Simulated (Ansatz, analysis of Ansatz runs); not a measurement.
# Cu on a Zn site in ZnO: charge-transition level, PBE

How near does this set-up come to the measured charge-transition level? Subject: Cu on a Zn site in ZnO. Set-up: PBE, 32-site cell, PBE lattice, 420 eV, k: the single point 1/4 1/4 1/4 then 2x2x2 shifted 0.5 0.5 0.5, with the key ISMEAR. The model is a cell of 32 host atoms with 1 Zn taken out and 1 Cu put in. The level is the Fermi energy at which two charge states have equal formation energy, after a correction for the images of the charge.

Measured beforehand: (0/-1) level above the valence-band top: 3.2 eV (“Acceptors in ZnO”, 2015, McCluskey et al.).

Main program and level: Ansatz 0.2.0; plane-wave PAW DFT, PBE; relaxation of all atoms of a defect supercell.

## Step 1: The structure

The cell holds 32 atoms: 15 Zn, 16 O and 1 Cu. Cell: a = 6.559 Å, b = 6.559 Å, c = 10.587 Å, α = 90.0°, β = 90.0°, γ = 120.0°. It derives from ZnO (space group P6_3mc). Nearest the centre at fractional (0.333, 0.667, 0.500): Cu14 at 0.00 Å, O12 at 2.00 Å, O28 at 2.00 Å, O4 at 2.00 Å, O15 at 2.01 Å, Zn13 at 3.25 Å, Zn9 at 3.25 Å, Zn5 at 3.25 Å.

The host's primitive cell comes from a first run (plane-wave PAW DFT, PBE; relaxation of the host's cell and atoms): vectors of 3.280, 3.280 and 5.293 Å. That is 12.33 Å³ an atom, 3.6 % over the diffraction cell's volume. The supercell is built on it.

## Step 2: Relaxation, charge 0

Every later number rests on the structure around the defect, so the atoms are relaxed at the host's lattice first.

File relax0/input.yaml:

```yaml
relax:
  f_tol: 0.02
  max_steps: 80
  random_displacement: { amplitude: 0.05, seed: 360 }
crystal:
  lattice:
    - [6.55903995, 0.0, 0.0]
    - [-3.27951997, 5.68029522, 0.0]
    - [0.0, 0.0, 10.58650209]
  atoms:
    - { symbol: Zn, position: [0.166666667, 0.333333333, 0.249983552] }
    - { symbol: Zn, position: [0.333333333, 0.166666667, -1.6448e-05] }
    - { symbol: O, position: [0.333333333, 0.166666667, 0.189521448] }
    - { symbol: O, position: [0.166666667, 0.333333333, 0.439521448] }
    - { symbol: Zn, position: [0.166666667, 0.333333333, 0.749983552] }
    - { symbol: Zn, position: [0.333333333, 0.166666667, 0.499983552] }
    - { symbol: O, position: [0.333333333, 0.166666667, 0.689521448] }
    - { symbol: O, position: [0.166666667, 0.333333333, 0.939521448] }
    - { symbol: Zn, position: [0.166666667, 0.833333333, 0.249983552] }
    - { symbol: Zn, position: [0.333333333, 0.666666667, -1.6448e-05] }
    - { symbol: O, position: [0.333333333, 0.666666667, 0.189521448] }
    - { symbol: O, position: [0.166666667, 0.833333333, 0.439521448] }
    - { symbol: Zn, position: [0.166666667, 0.833333333, 0.749983552] }
    - { symbol: Cu, position: [0.333333333, 0.666666667, 0.499983552], spin: 1.0 }
    - { symbol: O, position: [0.333333333, 0.666666667, 0.689521448] }
    - { symbol: O, position: [0.166666667, 0.833333333, 0.939521448] }
    - { symbol: Zn, position: [0.666666667, 0.333333333, 0.249983552] }
    - { symbol: Zn, position: [0.833333333, 0.166666667, -1.6448e-05] }
    - { symbol: O, position: [0.833333333, 0.166666667, 0.189521448] }
    - { symbol: O, position: [0.666666667, 0.333333333, 0.439521448] }
    - { symbol: Zn, position: [0.666666667, 0.333333333, 0.749983552] }
    - { symbol: Zn, position: [0.833333333, 0.166666667, 0.499983552] }
    - { symbol: O, position: [0.833333333, 0.166666667, 0.689521448] }
    - { symbol: O, position: [0.666666667, 0.333333333, 0.939521448] }
    - { symbol: Zn, position: [0.666666667, 0.833333333, 0.249983552] }
    - { symbol: Zn, position: [0.833333333, 0.666666667, -1.6448e-05] }
    - { symbol: O, position: [0.833333333, 0.666666667, 0.189521448] }
    - { symbol: O, position: [0.666666667, 0.833333333, 0.439521448] }
    - { symbol: Zn, position: [0.666666667, 0.833333333, 0.749983552] }
    - { symbol: Zn, position: [0.833333333, 0.666666667, 0.499983552] }
    - { symbol: O, position: [0.833333333, 0.666666667, 0.689521448] }
    - { symbol: O, position: [0.666666667, 0.833333333, 0.939521448] }
  host:
    repeats: [2, 2, 2]
    atoms:
      - { symbol: Zn, position: [0.333333333, 0.666666667, 0.499967103] }
      - { symbol: Zn, position: [0.666666667, 0.333333333, -3.2897e-05] }
      - { symbol: O, position: [0.666666667, 0.333333333, 0.379042897] }
      - { symbol: O, position: [0.333333333, 0.666666667, 0.879042897] }
basis:
  ecutwfc: 420
  xc_grid: 2
hamiltonian:
  xc: pbe
kpoints:
  mp_grid: { grid: [1, 1, 1], shift: [0.25, 0.25, 0.25] }
magnetization:
  spin_polarized: true
  initial_magnetization: 1
  spin_locking: { lock_magnetization: hard }
scf:
  occupations: { method: fermi_dirac, width: 0.01 }
  max_iter: 80
  ISMEAR: 0
output:
  forces: true
  charged_corrections:
    epsilon: [5.21, 5.21, 5.27]
    static_epsilon: [10.56, 10.56, 11.59]
    defect_position: [0.333333, 0.666667, 0.499984]
checkpoint:
  write: "../relax0.run"
  compress: false
  write_wavefunctions: true
  write_every: 100000
```

Started as:

```bash
> ansatz run input.yaml --threads 2 --pin off --max-ram 4710MiB --backend cpu --events-out ev --progress --plain --runs-dir out
```

Output:

```text
Error: YAML parse error: error: line 64 column 3: unknown field `ISMEAR`, expected one of max_iter, algorithm, n_extra_bands, self_checks, convergence, lower_state_search, omitted_lower_state_checks, lower_solution_reach, mixing, occupations, eigensolver, [...]
  --> <input>:64:3
   |
62 |   occupations: { method: fermi_dirac, width: 0.01 }
63 |   max_iter: 80
64 |   ISMEAR: 0
   |   ^ unknown field `ISMEAR`, expected one of max_iter, algorithm, n_extra_bands, self_checks, convergence, lower_state_search, omitted_lower_state_checks, lower_solution_reach, mixing, occupations, eigensolver, initial_density, exx
65 | output:
66 |   forces: true
   |
```

The job ended after 0.02 s (2 threads of Arm Neoverse V2, shared host; peak memory 0.022 GiB).

The program refused the input before any cycle.

The program's message: “Error: YAML parse error: error: line 64 column 3: unknown field `ISMEAR`, expected one of max_iter, algorithm, n_extra_bands, self_checks, convergence, lower_state_search, omitted_lower_state_checks, …”

## Step 3: Outcome

The charge-transition level was not obtained, because the step “relaxation, charge 0” was refused by the program; the cause lies in the set-up: ISMEAR is a key of another program.

[Logs are printed without paths, hosts, clocks, repeated set-up lines and the standing remarks that a program may print on its own settings, such as how far it seeks lower states.]

[Hosts, paths, dates, database ids (printed as entryN), source tags and the programs' standing remarks are cut or masked in the printed files.]

[For some hosts the program warned that the k-mesh of the response run may be too coarse for force constants and the static dielectric constant; such warnings are not shown here.]
